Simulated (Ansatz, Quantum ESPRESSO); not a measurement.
# 1T-SrBrI, 1 layer in an electric field, part 4 of 6

How does 1T-SrBrI, 1 layer respond to a gate-like field without added charge?

Quantum ESPRESSO 7.5; plane-wave DFT, vdW-DF-cx, GBRV ultrasoft pseudopotentials made under PBE; geometry and cross-check by Ansatz 0.2.0 with PAW datasets.

So far. Step 6 (Ground state: field 0.1 V/Å): The dipole goes from 0.0363 to 0.0842 e Å, 0.4793 e Å per V/Å. Step 7 (Electrostatic potential): The slope in the vacuum is 0.100 eV/Å for an applied 0.10 V/Å, as it should be.

**8. Ground state: field 0.2 V/Å**

f2.in reads:

```
&control
  prefix = 'f2'
  outdir = './out'
  pseudo_dir = './pseudo'
  calculation = 'scf'
  tprnfor = .true.
  tefield = .true.
  dipfield = .true.
/
&system
  ibrav = 0
  nat = 3
  ntyp = 3
  ecutwfc = 40
  ecutrho = 200
  input_dft = 'vdw-df-cx'
  occupations = 'smearing'
  smearing = 'fd'
  degauss = 0.004
  edir = 3
  emaxpos = 0.97
  eopreg = 0.04
  eamp = 0.00388938
/
&electrons
  conv_thr = 1e-09
  mixing_beta = 0.4
  electron_maxstep = 120
  mixing_mode = 'plain'
  startingpot = 'file'
/
ATOMIC_SPECIES
  I   126.9045  i_pbe_v1.uspp.F.UPF
  Sr  87.6200  sr_pbe_v1.uspp.F.UPF
  Br  79.9040  br_pbe_v1.4.uspp.F.UPF
CELL_PARAMETERS angstrom
  4.70785471547498 0.00000000000000 0.00000000000000
  -2.35392735773749 4.07712178092769 -0.00000000000000
  0.00000000000000 0.00000000000000 20.79047071930000
ATOMIC_POSITIONS crystal
  I   0.666666666667 0.333333333333 0.418771664607
  Sr  0.000000000000 -0.000000000000 0.508472997605
  Br  0.333333333333 0.666666666667 0.580392161288
K_POINTS automatic
  6 6 1 0 0 0
```

The run is started by

```sh
$ cp -r out/f0.save out/f2.save
$ OMP_NUM_THREADS=1 mpirun -n 4 pw.x -nk 2 -in f2.in > f2.out
```

What it wrote:

```text
[banner, memory and clock lines left out]
Program PWSCF v.7.5 starts
[...]
number of electrons       =        24.00
     number of Kohn-Sham states=           16
     kinetic-energy cutoff     =      40.0000  Ry
     charge density cutoff     =     200.0000  Ry
[...]
number of k points=    20  Fermi-Dirac smearing, width (Ry)=  0.0040
[...]
Dense  grid:   128271 G-vectors     FFT dimensions: (  45,  45, 180)
[...]
The initial density is read from file :
[...]
negative rho (up, down):  6.782E-02 0.000E+00
[...]
Starting wfcs are   21 randomized atomic wfcs
[...]
negative rho (up, down):  6.782E-02 0.000E+00
[...]
estimated scf accuracy    <       0.00715561 Ry
[...]
negative rho (up, down):  6.783E-02 0.000E+00
[...]
estimated scf accuracy    <       0.00195375 Ry
[...]
negative rho (up, down):  6.783E-02 0.000E+00
[...]
estimated scf accuracy    <       0.00002019 Ry
[...]
negative rho (up, down):  6.783E-02 0.000E+00
[...]
estimated scf accuracy    <       0.00000431 Ry
[...]
negative rho (up, down):  6.783E-02 0.000E+00
[...]
estimated scf accuracy    <       0.00000059 Ry
[...]
negative rho (up, down):  6.783E-02 0.000E+00
[...]
estimated scf accuracy    <       0.00000008 Ry
[...]
negative rho (up, down):  6.783E-02 0.000E+00
[...]
estimated scf accuracy    <          2.8E-09 Ry
[...]
negative rho (up, down):  6.783E-02 0.000E+00
[...]
estimated scf accuracy    <          1.7E-09 Ry
[...]
negative rho (up, down):  6.783E-02 0.000E+00
[...]
Computed dipole along edir(3) :
        Dipole                0.2499 Ry au,          0.6352 Debye
        Dipole field          0.0012 Ry au,
        E field amplitude [Ha a.u.]:  3.8894E-03
        Potential amp.        0.2054 Ry
        Total length         37.7168 bohr
[...]
the Fermi energy is    -1.9765 ev
!    total energy              =    -182.53475764 Ry
     estimated scf accuracy    <          2.0E-11 Ry
     smearing contrib. (-TS)   =       0.00000000 Ry
     internal energy E=F+TS    =    -182.53475764 Ry
[...]
one-electron contribution =    -429.59400946 Ry
     hartree contribution      =     216.63008770 Ry
     xc contribution           =     -92.33502069 Ry
     ewald contribution        =     122.76583726 Ry
     electric field correction =      -0.00165246 Ry
     convergence has been achieved in   9 iterations
     negative rho (up, down):  6.783E-02 0.000E+00
[...]
Total force =     0.007777     Total SCF correction =     0.000016
[...]
```

The job ended after 90 s (4 MPI ranks of Arm Neoverse N1, shared host; peak memory 0.89 GiB; 5.8 min of CPU time).

Numbers from this step:

* free energy: -2483.5119 eV
* Fermi energy: -1.976 eV
* dipole along the normal: 0.1322 e·Å
* valence top, on the run's zero: -4.174 eV
* conduction bottom, on the run's zero: 0.3691 eV
* gap by band count: 4.543 eV

The dipole goes from 0.0363 to 0.1322 e Å, 0.4799 e Å per V/Å.

**9. Electrostatic potential**

f2.pot.in reads:

```
&inputpp
  prefix = 'f2'
  outdir = './out'
  filplot = 'f2.pot.dat'
  plot_num = 11
/
```

The run is started by

```sh
$ OMP_NUM_THREADS=1 mpirun -n 4 pp.x -in f2.pot.in > f2.pot.out
```

Elapsed: 33 s, on 4 MPI ranks; peak memory 0.24 GiB; 2.2 min of CPU time.

Read from the output:

```
slope of the potential above                                          : 0.2000 eV/Å
upper vacuum line continued to the top atoms, over the valence top    : 6.764 eV
slope of the potential below                                          : 0.2000 eV/Å
lower vacuum line continued to the bottom atoms, over the valence top : 7.338 eV
```

The slope in the vacuum is 0.200 eV/Å for an applied 0.20 V/Å, as it should be.

**10. Bands along a path: field 0.2 V/Å**

f2.bands.in reads:

```
&control
  prefix = 'f2.bands'
  outdir = './out'
  pseudo_dir = './pseudo'
  calculation = 'bands'
  tefield = .true.
  dipfield = .true.
/
&system
  ibrav = 0
  nat = 3
  ntyp = 3
  ecutwfc = 40
  ecutrho = 200
  input_dft = 'vdw-df-cx'
  occupations = 'smearing'
  smearing = 'fd'
  degauss = 0.004
  edir = 3
  emaxpos = 0.97
  eopreg = 0.04
  eamp = 0.00388938
  nbnd = 18
/
&electrons
  conv_thr = 1e-07
  mixing_beta = 0.4
  electron_maxstep = 120
  mixing_mode = 'local-TF'
/
ATOMIC_SPECIES
  I   126.9045  i_pbe_v1.uspp.F.UPF
  Sr  87.6200  sr_pbe_v1.uspp.F.UPF
  Br  79.9040  br_pbe_v1.4.uspp.F.UPF
CELL_PARAMETERS angstrom
  4.70785471547498 0.00000000000000 0.00000000000000
  -2.35392735773749 4.07712178092769 -0.00000000000000
  0.00000000000000 0.00000000000000 20.79047071930000
ATOMIC_POSITIONS crystal
  I   0.666666666667 0.333333333333 0.418771664607
  Sr  0.000000000000 -0.000000000000 0.508472997605
  Br  0.333333333333 0.666666666667 0.580392161288
K_POINTS crystal_b
4
  0.0000000000 0.0000000000 0.0000000000 14
  0.5000000000 0.0000000000 0.0000000000 14
  0.3333333333 0.3333333333 0.0000000000 14
  0.0000000000 0.0000000000 0.0000000000 1
```

The run is started by

```sh
$ cp -r out/f2.save out/f2.bands.save
$ cp out/f2.xml out/f2.bands.xml
$ OMP_NUM_THREADS=1 mpirun -n 4 pw.x -nk 4 -in f2.bands.in > f2.bands.out
```

What it wrote:

```text
[banner, memory and clock lines left out]
Program PWSCF v.7.5 starts
[citation notice left out]

[...]
bravais-lattice index     =            0
     lattice parameter (alat)  =       8.8966  a.u.
     unit-cell volume          =    2693.0081 (a.u.)^3
     number of atoms/cell      =            3
     number of atomic types    =            3
     number of electrons       =        24.00
     number of Kohn-Sham states=           18
     kinetic-energy cutoff     =      40.0000  Ry
     charge density cutoff     =     200.0000  Ry
     Exchange-correlation= VDW-DF-CX
                           (   1   4  27   0   1   0   0)

[...]
PseudoPot. # 1 for I  read from file:
     ./pseudo/i_pbe_v1.uspp.F.UPF
     Pseudo is Ultrasoft + core correction, Zval =  7.0
     Generated by new atomic code, or converted to UPF format
     Using radial grid of  893 points,  6 beta functions with:
                l(1) =   0
                l(2) =   0
                l(3) =   1
                l(4) =   1
                l(5) =   2
                l(6) =   2
     Q(r) pseudized with  8 coefficients,  rinner =    1.500   1.500   1.500
                                                       1.500   1.500

     PseudoPot. # 2 for Sr read from file:
     ./pseudo/sr_pbe_v1.uspp.F.UPF
     Pseudo is Ultrasoft + core correction, Zval = 10.0
     Generated by new atomic code, or converted to UPF format
     Using radial grid of  883 points,  6 beta functions with:
                l(1) =   0
                l(2) =   0
                l(3) =   1
                l(4) =   1
                l(5) =   2
                l(6) =   2
     Q(r) pseudized with  6 coefficients,  rinner =    1.400   1.400   1.400
                                                       1.400   1.400

     PseudoPot. # 3 for Br read from file:
     ./pseudo/br_pbe_v1.4.uspp.F.UPF
     Pseudo is Ultrasoft + core correction, Zval =  7.0
     Generated by new atomic code, or converted to UPF format
     Using radial grid of  879 points,  6 beta functions with:
                l(1) =   0
                l(2) =   0
                l(3) =   1
                l(4) =   1
                l(5) =   2
                l(6) =   2
     Q(r) pseudized with  8 coefficients,  rinner =    1.100   1.100   1.100
                                                       1.100   1.100

     atomic species   valence    mass     pseudopotential
     I                 7.00   126.90450     I ( 1.00)
     Sr               10.00    87.62000     Sr( 1.00)
     Br                7.00    79.90400     Br( 1.00)

     No symmetry found

[...]
number of k points=    43  Fermi-Dirac smearing, width (Ry)=  0.0040
[...]
Dense  grid:   128271 G-vectors     FFT dimensions: (  45,  45, 180)

     Smooth grid:    91857 G-vectors     FFT dimensions: (  36,  36, 160)

     Check: negative core charge=   -0.000002

     The potential is recalculated from file :
     ./out/f2.bands.save/charge-density

     negative rho (up, down):  6.783E-02 0.000E+00

     %%%%%%%%%%%%%%%%%%%%%%%%%%%%%%%%%%%%%%%%%%%%%%%%%%%%%%%%%%%%%%%%%%%%%%%%
     %                                                                      %
     % You are using vdW-DF, which was implemented by the Thonhauser group. %
     % possible and the two reviews that describe the various versions:     %
     %                                                                      %
     %                                                                      %
     % If you are calculating stress with vdW-DF, please also cite:         %
     %                                                                      %
     %                                                                      %
     %%%%%%%%%%%%%%%%%%%%%%%%%%%%%%%%%%%%%%%%%%%%%%%%%%%%%%%%%%%%%%%%%%%%%%%%

     %%%%%%%%%%%%%%%%%%%%%%%%%%%%%%%%%%%%%%%%%%%%%%%%%%%%%%%%%%%%%%%%%%%%%%%%
     %                                                                      %
     %  vdW-DF NEWS:                                                        %
     %                                                                      %
     %  * vdW-DF3 is now available. DOI: 10.1021/acs.jctc.0c00471           %
     %    use with input_dft = 'vdW-DF3-opt1' or 'vdW-DF3-opt2'             %
     %                                                                      %
     %  * Unscreened and range-separated hybrid vdW-DF-cx functionals       %
     %    DOI: 10.1063/1.4986522 and 10.1088/1361-648X/ac2ad2               %
     %    use with input_dft = 'vdW-DF-cx0'    and 'vdW-DF-ahcx'            %
     %  * Unscreened and range-separated hybrid vdW-DF2-b86r functionals    %
     %    DOI: 10.1063/1.4986522 and DOI: 10.1103/PhysRevX.12.041003        %
     %    use with input_dft = 'vdW-DF2-br0' and 'vdW-DF2-ahbr'             %
     %                                                                      %
     %%%%%%%%%%%%%%%%%%%%%%%%%%%%%%%%%%%%%%%%%%%%%%%%%%%%%%%%%%%%%%%%%%%%%%%%

     Adding external electric field

     Computed dipole along edir(3) :
        Dipole                0.2499 Ry au,          0.6352 Debye
        Dipole field          0.0012 Ry au,

        E field amplitude [Ha a.u.]:  3.8894E-03
        Potential amp.        0.2054 Ry
        Total length         37.7168 bohr

     Starting wfcs are   21 randomized atomic wfcs

     Band Structure Calculation
     Davidson diagonalization with overlap

     ethr =  4.17E-10,  avg # of iterations = 47.2

     End of band structure calculation

          k = 0.0000 0.0000 0.0000 ( 11485 PWs)   bands (ev):

   -37.7954 -19.9081 -19.7901 -19.7901 -17.1162 -14.6719  -5.7894  -5.3718
    -5.3718  -4.4744  -4.1738  -4.1738   0.3691   0.9654   1.2850   1.2850
     1.4902   1.7278

          k = 0.0357 0.0206 0.0000 ( 11445 PWs)   bands (ev):

   -37.7953 -19.9075 -19.7921 -19.7904 -17.1148 -14.6707  -5.7856  -5.3801
    -5.3711  -4.4715  -4.1922  -4.1787   0.3976   0.9763   1.2591   1.2996
     1.5117   1.7283

[...]
```

The job ended after 1.7 min (4 MPI ranks; peak memory 0.88 GiB).

Band numbers count within the set of bands kept for display. Electronic bands along the path, in eV, zero at the highest filled level of the SCF mesh; v1 is the highest filled band, c1 the lowest empty one:

```
  point     v4     v3     v2     v1    c1    c2    c3    c4
      Γ  -1.20  -0.30   0.00   0.00  4.54  5.14  5.46  5.46
halfway  -1.17  -0.65  -0.20  -0.18  4.93  5.50  5.71  6.06
      M  -1.16  -0.74  -0.40  -0.33  4.68  6.25  6.47  6.73
halfway  -1.19  -0.72  -0.53  -0.39  5.05  6.07  6.31  6.85
      K  -1.22  -0.69  -0.66  -0.44  5.69  5.73  6.04  6.85
halfway  -1.20  -0.70  -0.29  -0.22  5.20  5.52  5.74  5.87
      Γ  -1.20  -0.30   0.00   0.00  4.54  5.14  5.46  5.46
```

Upper empty bands that drop with the field can be states of the vacuum, held by the sawtooth; they depend on the cell's width.

Along this path the valence top lies at Γ and the conduction bottom at Γ.

**11. SCF with pw.x: field 0.3 V/Å**

f3.in, as its differences from the input of step 8:

```diff
@@ -1,3 +1,3 @@
 &control
-  prefix = 'f2'
+  prefix = 'f3'
   outdir = './out'
@@ -22,3 +22,3 @@
   eopreg = 0.04
-  eamp = 0.00388938
+  eamp = 0.00583407
 /
```

The run is started by

```sh
$ cp -r out/f0.save out/f3.save
$ OMP_NUM_THREADS=1 mpirun -n 4 pw.x -nk 2 -in f3.in > f3.out
```

What it wrote:

```text
[banner, memory and clock lines left out]
Program PWSCF v.7.5 starts
[...]
number of electrons       =        24.00
     number of Kohn-Sham states=           16
     kinetic-energy cutoff     =      40.0000  Ry
     charge density cutoff     =     200.0000  Ry
[...]
number of k points=    20  Fermi-Dirac smearing, width (Ry)=  0.0040
[...]
Dense  grid:   128271 G-vectors     FFT dimensions: (  45,  45, 180)
[...]
The initial density is read from file :
[...]
negative rho (up, down):  6.782E-02 0.000E+00
[...]
Starting wfcs are   21 randomized atomic wfcs
[...]
negative rho (up, down):  6.782E-02 0.000E+00
[...]
estimated scf accuracy    <       0.01599330 Ry
[...]
negative rho (up, down):  6.783E-02 0.000E+00
[...]
estimated scf accuracy    <       0.00428198 Ry
[...]
negative rho (up, down):  6.783E-02 0.000E+00
[...]
estimated scf accuracy    <       0.00004156 Ry
[...]
negative rho (up, down):  6.783E-02 0.000E+00
[...]
estimated scf accuracy    <       0.00000908 Ry
[...]
negative rho (up, down):  6.783E-02 0.000E+00
[...]
estimated scf accuracy    <       0.00000111 Ry
[...]
negative rho (up, down):  6.783E-02 0.000E+00
[...]
estimated scf accuracy    <       0.00000012 Ry
[...]
negative rho (up, down):  6.783E-02 0.000E+00
[...]
estimated scf accuracy    <       0.00000001 Ry
[...]
negative rho (up, down):  6.783E-02 0.000E+00
[...]
estimated scf accuracy    <          6.2E-09 Ry
[...]
negative rho (up, down):  6.783E-02 0.000E+00
[...]
Computed dipole along edir(3) :
        Dipole                0.3407 Ry au,          0.8659 Debye
        Dipole field          0.0016 Ry au,
        E field amplitude [Ha a.u.]:  5.8341E-03
        Potential amp.        0.3202 Ry
        Total length         37.7168 bohr
[...]
the Fermi energy is    -2.0015 ev
!    total energy              =    -182.53590640 Ry
     estimated scf accuracy    <          1.2E-10 Ry
     smearing contrib. (-TS)   =       0.00000000 Ry
     internal energy E=F+TS    =    -182.53590640 Ry
[...]
one-electron contribution =    -429.56679941 Ry
     hartree contribution      =     216.60328102 Ry
     xc contribution           =     -92.33479176 Ry
     ewald contribution        =     122.76583726 Ry
     electric field correction =      -0.00343351 Ry
     convergence has been achieved in   9 iterations
     negative rho (up, down):  6.783E-02 0.000E+00
[...]
Total force =     0.009674     Total SCF correction =     0.000035
[...]
```

Run time: 91 s. Hardware: 4 MPI ranks; peak memory 0.89 GiB.

Read from the output:

```
free energy                          : -2483.5275 eV
Fermi energy                         : -2.002 eV
dipole along the normal              : 0.1803 e·Å
valence top, on the run's zero       : -4.200 eV
conduction bottom, on the run's zero : 0.2961 eV
gap by band count                    : 4.496 eV
```

The dipole goes from 0.0363 to 0.1803 e Å, 0.4800 e Å per V/Å.

**12. Potential by pp.x**

f3.pot.in reads:

```
&inputpp
  prefix = 'f3'
  outdir = './out'
  filplot = 'f3.pot.dat'
  plot_num = 11
/
```

The run is started by

```sh
$ OMP_NUM_THREADS=1 mpirun -n 4 pp.x -in f3.pot.in > f3.pot.out
```

Elapsed: 35 s, on 4 MPI ranks; peak memory 0.52 GiB.

Numbers from this step:

| Quantity | Value |
| --- | --- |
| slope of the potential above | 0.3000 eV/Å |
| upper vacuum line continued to the top atoms, over the valence top | 6.752 eV |
| slope of the potential below | 0.2999 eV/Å |
| lower vacuum line continued to the bottom atoms, over the valence top | 7.443 eV |

The slope in the vacuum is 0.300 eV/Å for an applied 0.30 V/Å, as it should be.

Each curve counts from the valence top of its own run.

The potential energy (potential at 0 V/Å) oscillates, so the rows of the table below give means over windows of 1 Å about each position, cut where the curve ends. Its maxima inside the range that stand out by 2 % of the span (Å: eV): 9.7: 0.428, 12.1: 7.17. Its minima: 8.8: -6.50, 10.6: -8.95, 12.6: 2.54.

The runs together. The potential energy by z; means over each step:

```
z (Å)  potential at 0 V/Å (eV)  potential at 0.1 V/Å (eV)  potential at 0.2 V/Å (eV)  potential at 0.3 V/Å (eV)
    0                     7.11                       6.46                       5.81                       5.15
    1                     7.13                       6.46                       5.80                       5.13
    2                     7.13                       6.56                       6.00                       5.43
    3                     7.13                       6.66                       6.20                       5.73
    4                     7.13                       6.76                       6.40                       6.03
    5                     7.13                       6.86                       6.60                       6.33
    6                     7.11                       6.94                       6.77                       6.60
    7                     6.73                       6.65                       6.57                       6.50
    8                     1.06                       1.04                       1.02                      0.992
    9                    -4.39                      -4.40                      -4.40                      -4.40
   10                    -3.05                      -3.03                      -3.02                      -3.00
   11                    -4.87                      -4.82                      -4.78                      -4.73
   12                     4.31                       4.39                       4.46                       4.53
   13                     4.73                       4.83                       4.94                       5.05
   14                     6.67                       6.85                       7.04                       7.22
   15                     6.78                       7.06                       7.35                       7.63
   16                     6.79                       7.17                       7.55                       7.93
   17                     6.79                       7.27                       7.75                       8.23
   18                     6.79                       7.37                       7.95                       8.53
   19                     6.79                       7.47                       8.15                       8.83
   20                     6.81                       7.48                       8.14                       8.81
```

(Part 4 of 6 ends here.)

[Logs are printed without paths, hosts, clocks, repeated set-up lines and the standing remarks that a program may print on its own settings, such as how far it seeks lower states.]

[Hosts, paths, dates, database ids (printed as entryN), source tags and the programs' standing remarks are cut or masked in the printed files.]

[Maps of the electrostatic potential energy from Ansatz leave out the sawtooth potential of an applied field or a dipole correction, so their vacuum need not be flat; planar profiles and work functions include it.]
